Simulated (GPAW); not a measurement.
**BaAlSiH (P3m1): one start, several treatments of the self-energy**

Wanted: the gap of BaAlSiH (P3m1) under several approximations, with cost.

Method: LDA and many-body steps on it, plane waves, in GPAW 26.7.0.

This is a report of a sequence of runs, with most program output left out.

**1. Set-up**

The structure is trigonal, space group P3m1 (No. 156). The conventional cell has a = 4.334 Å, b = 4.334 Å, c = 5.263 Å, α = 90.00°, β = 90.00°, γ = 120.00°. Ba has 3 H at 2.60 Å and 3 Si at 3.47 Å and 3 Al at 3.50 Å nearest. Nearest to Al lie 1 H at 1.74 Å and 3 Si at 2.54 Å. Nearest to Si lie 3 Al at 2.54 Å and 3 H at 3.30 Å and 3 Ba at 3.47 Å. Nearest to H lie 1 Al at 1.74 Å and 3 Ba at 2.60 Å. Farther neighbours are not listed.

Coordinates:

```xyz
4
Lattice="4.3342 0.0000 0.0000 -2.1671 3.7536 0.0000 0.0000 0.0000 5.2626" Properties=species:S:1:pos:R:3 pbc="T T T"
Ba    0.0000    0.0000    0.0023
Al    2.1671    1.2512    2.4484
Si    0.0000    2.5024    2.8539
H     2.1671    1.2512    0.7100
```

The cell and positions are those that the Materials Project relaxed with its own functionals (PBE, PBE+U or r2SCAN), kept fixed. Spin-orbit coupling is left out unless a step names it.

**2. Empty states on the mesh, 3×3×2 mesh, 403 bands**

This step: GPAW 26.7.0; DFT, LDA, plane waves, PAW.

The sums over transitions need many empty states on a uniform mesh; this step solves for them.

File run.py:

```python
import json
import numpy as np
from gpaw.mpi import world
from gpaw import GPAW

calc = GPAW('gs.gpw').fixed_density(kpts={'size': (3, 3, 2), 'gamma': True},
    parallel={'domain': 1, 'band': 1},
    txt='nscf.txt')
calc.diagonalize_full_hamiltonian(nbands=403)
calc.write('full.gpw', mode='all')
res = {}
kpts = calc.get_ibz_k_points()
res['kpts'] = kpts
res['eigenvalues'] = [calc.get_eigenvalues(kpt=k) for k in range(len(kpts))]
res['n_electrons'] = calc.get_number_of_electrons()

if world.rank == 0:
    with open('result.json', 'w') as f:
        json.dump(res, f, default=lambda x: x.tolist())
```

Run with:

```
$ mpirun -n 4 gpaw python run.py
```

It took 51 s on 4 MPI ranks of Arm Neoverse V1, shared host; peak memory 2.8 GiB; 3.4 min of CPU time.

Numbers from this step:

```yaml
gap: 1.067 eV
k_of_the_valence_top: 0, 0, 0.5
k_of_the_conduction_bottom: 0.3333, 0, 0
least_direct_gap: 1.651 eV
k_points_computed: 6
lowest_point_of_the_top_converged_band_above_the_valence_top: 148.8459 eV
```

On this mesh the gap is 1.067 eV.

**3. G0W0, Godby-Needs plasmon pole**

G0W0 replaces the xc potential by the self-energy, built once from these orbitals. Only a window of levels is corrected, while the sums run over the empty bands that the input names.

This step: G0W0 on LDA, plane waves, PAW.

File run.py:

```python
import json
import numpy as np
from gpaw.mpi import world
from gpaw.response.g0w0 import G0W0

gw = G0W0('full.gpw',
    filename='gw',
    kpts=[0, 1, 2],
    bands=(7, 11),
    ecut=96,
    nbands=182,
    integrate_gamma='WS',
    ppa=True)
gw.calculate()
res = {mode: {k: v for k, v in r.items() if k != 'sigma_eskwn'}
       for mode, r in gw.all_results.items()}

if world.rank == 0:
    with open('result.json', 'w') as f:
        json.dump(res, f, default=lambda x: x.tolist())
```

Run with:

```
$ mpirun -n 4 gpaw python run.py
```

Run time: 30 s. Hardware: 4 MPI ranks; peak memory 1.5 GiB.

Numbers from this step:

```
G0W0 gap on the points computed              : 1.523 eV
least direct G0W0 gap on the computed points : 2.003 eV
Z at the valence top                         : 0.7666
Z at the conduction bottom                   : 0.7795
starting gap on the mesh                     : 1.067 eV
k of the valence top                         : 0, 0, 0.5
k of the conduction bottom                   : 0.3333, 0, 0
```

The gap on the mesh goes from 1.07 eV to 1.52 eV, a correction of +0.46 eV.

**4. One-shot HSE06**

This step: one-shot HSE06 levels on LDA orbitals, plane waves, PAW.

File run.py:

```python
import json
import numpy as np
from gpaw.mpi import world
from gpaw.hybrids.eigenvalues import non_self_consistent_eigenvalues

dft, vxc, vxc_hyb = non_self_consistent_eigenvalues('full.gpw', 'HSE06', 7, 11, kpt_indices=[0, 1, 2])
res = {'dft': dft[0], 'hybrid': (dft - vxc + vxc_hyb)[0]}
if world.rank == 0:
    with open('hybrid.txt', 'w') as f:
        for k, e0, e1 in zip([0, 1, 2], res['dft'], res['hybrid']):
            print(k, ' '.join(f'{x:9.4f}' for x in e0), '|', ' '.join(f'{x:9.4f}' for x in e1), file=f)

if world.rank == 0:
    with open('result.json', 'w') as f:
        json.dump(res, f, default=lambda x: x.tolist())
```

Run with:

```
$ mpirun -n 4 gpaw python run.py
```

Wall time 3.4 s (4 MPI ranks); peak memory 0.45 GiB; 13 s of CPU time.

This step gave:

- starting gap on the mesh: 1.067 eV
- hybrid gap on the mesh: 1.693 eV
- least direct hybrid gap on the computed points: 2.167 eV

**5. G0W0, extrapolated in the cutoff**

This step: G0W0 on LDA, plane waves, PAW.

File run.py:

```python
import json
import numpy as np
from gpaw.mpi import world
from gpaw.response.g0w0 import G0W0

gw = G0W0('full.gpw',
    filename='gw',
    kpts=[0, 1, 2],
    bands=(7, 11),
    ecut=160.0,
    integrate_gamma='WS',
    ppa=True,
    ecut_extrapolation=True)
gw.calculate()
res = {mode: {k: v for k, v in r.items() if k != 'sigma_eskwn'}
       for mode, r in gw.all_results.items()}

if world.rank == 0:
    with open('result.json', 'w') as f:
        json.dump(res, f, default=lambda x: x.tolist())
```

Run with:

```
$ mpirun -n 4 gpaw python run.py
```

Elapsed: 4.2 min, on 4 MPI ranks; peak memory 2.1 GiB.

This step gave:

```
quasiparticle gap on the points computed              : 1.585 eV
least direct quasiparticle gap on the computed points : 2.018 eV
Z at the valence top                                  : 0.7650
Z at the conduction bottom                            : 0.7785
starting gap on the mesh                              : 1.067 eV
k of the valence top                                  : 0, 0, 0.5
k of the conduction bottom                            : 0.3333, 0, 0
gaps at the cutoffs of the extrapolation              : 1.547, 1.551, 1.555 eV
```

Against G0W0 in GPAW (3×3×2 mesh, 182 bands, screening to 96 eV, Godby-Needs plasmon pole), the gap moves by +0.062 eV.

**6. One-shot PBE0**

This step: one-shot PBE0 levels on LDA orbitals, plane waves, PAW.

File run.py:

```python
import json
import numpy as np
from gpaw.mpi import world
from gpaw.hybrids.eigenvalues import non_self_consistent_eigenvalues

dft, vxc, vxc_hyb = non_self_consistent_eigenvalues('full.gpw', 'PBE0', 7, 11, kpt_indices=[0, 1, 2])
res = {'dft': dft[0], 'hybrid': (dft - vxc + vxc_hyb)[0]}
if world.rank == 0:
    with open('hybrid.txt', 'w') as f:
        for k, e0, e1 in zip([0, 1, 2], res['dft'], res['hybrid']):
            print(k, ' '.join(f'{x:9.4f}' for x in e0), '|', ' '.join(f'{x:9.4f}' for x in e1), file=f)

if world.rank == 0:
    with open('result.json', 'w') as f:
        json.dump(res, f, default=lambda x: x.tolist())
```

Run with:

```
$ mpirun -n 4 gpaw python run.py
```

Wall time 3.6 s (4 MPI ranks); peak memory 0.45 GiB; 14 s of CPU time.

This step gave:

| Quantity | Value |
| --- | --- |
| starting gap on the mesh | 1.067 eV |
| hybrid gap on the mesh | 2.319 eV |
| least direct hybrid gap on the computed points | 2.816 eV |

**7. G0W0, full frequency, Hilbert transform**

This step: G0W0 on LDA, plane waves, PAW.

File run.py:

```python
import json
import numpy as np
from gpaw.mpi import world
from gpaw.response.g0w0 import G0W0

gw = G0W0('full.gpw',
    filename='gw',
    kpts=[0, 1, 2],
    bands=(7, 11),
    ecut=96,
    nbands=182,
    integrate_gamma='WS',
    frequencies={'type': 'nonlinear', 'domega0': 0.1, 'omega2': 15.0},
    eta=0.1,
    nblocksmax=True)
gw.calculate()
res = {mode: {k: v for k, v in r.items() if k != 'sigma_eskwn'}
       for mode, r in gw.all_results.items()}

if world.rank == 0:
    with open('result.json', 'w') as f:
        json.dump(res, f, default=lambda x: x.tolist())
```

Run with:

```
$ mpirun -n 4 gpaw python run.py
```

Wall time 77 s (4 MPI ranks); peak memory 2 GiB.

Numbers from this step:

| Item | Value |
| --- | --- |
| G0W0 gap on the points computed | 1.517 eV |
| least direct G0W0 gap on the computed points | 1.984 eV |
| starting gap on the mesh | 1.067 eV |
| k of the valence top | 0, 0, 0.5 |
| k of the conduction bottom | 0.3333, 0, 0 |

Against G0W0 in GPAW (3×3×2 mesh, 182 bands, screening to 96 eV, Godby-Needs plasmon pole), the gap moves by −0.006 eV.

**8. Side by side**

Times are wall times on 4 MPI ranks of Arm Neoverse V1, shared host, good to a factor of about two.

```csv
run,mesh,bands,screening cutoff (eV),DFT gap (eV),gap on the mesh (eV),direct (eV),time
"G0W0, Godby-Needs plasmon pole",3×3×2,182,96,1.067,1.523,2.003,30 s
one-shot HSE06,3×3×2,-,-,1.067,1.693,2.167,3.4 s
"G0W0, extrapolated in the cutoff",3×3×2,-,160,1.067,1.585,2.018,4.2 min
one-shot PBE0,3×3×2,-,-,1.067,2.319,2.816,3.6 s
"G0W0, full frequency, Hilbert transform",3×3×2,182,96,1.067,1.517,1.984,77 s
```

**9. Outcome**

```yaml
g0w0_godby_needs_plasmon_pole: 1.523 eV
one_shot_hse06: 1.693 eV
g0w0_extrapolated_in_the_cutoff: 1.585 eV
one_shot_pbe0: 2.319 eV
g0w0_full_frequency_hilbert_transform: 1.517 eV
known_limits: not at the basis limit; no spin-orbit coupling; coarse k mesh
```

**Reading.** One-shot HSE06: +0.171 eV against G0W0, Godby-Needs plasmon pole. G0W0, extrapolated in the cutoff: +0.062 eV against G0W0, Godby-Needs plasmon pole, at other bands or cutoff, so not like for like. One-shot PBE0: +0.796 eV against G0W0, Godby-Needs plasmon pole. G0W0, full frequency, Hilbert transform: −0.006 eV against G0W0, Godby-Needs plasmon pole. One-shot hybrid levels are evaluated on the LDA orbitals. Bands and cutoff are finite, so the gap is not at the basis limit. The miss can reach some tenths of an eV and take either sign; the mesh is an error of its own. These stock PAW sets were not made for GW. In the G0W0 runs levels were corrected at 3 k points alone, so a gap called «on the mesh» is the least over those, and an edge elsewhere would be missed. The program warns of a poor linear fit in the extrapolation of some level, so the extrapolated values are rough. A denser mesh or path gives a starting gap of 0.69 eV: the GW mesh misses a band edge, so its gaps are not the fundamental one. The 3×3×2 mesh is coarse for this cell, which bears on the long-range parts of exchange and screening. The many-body steps are scalar-relativistic: spin-orbit coupling is not in them.

[Paths, hosts, dates, memory and timing lines, banners, echoed tables and standing remarks are left out of the program output.]

[Logs are printed without paths, hosts, clocks, repeated set-up lines and the standing remarks that a program may print on its own settings, such as how far it seeks lower states.]

[Runs of the session that timed out or met a known fault of the program may be left out.]

[Hosts, paths, dates, database ids (printed as entryN), source tags and the programs' standing remarks are cut or masked in the printed files.]
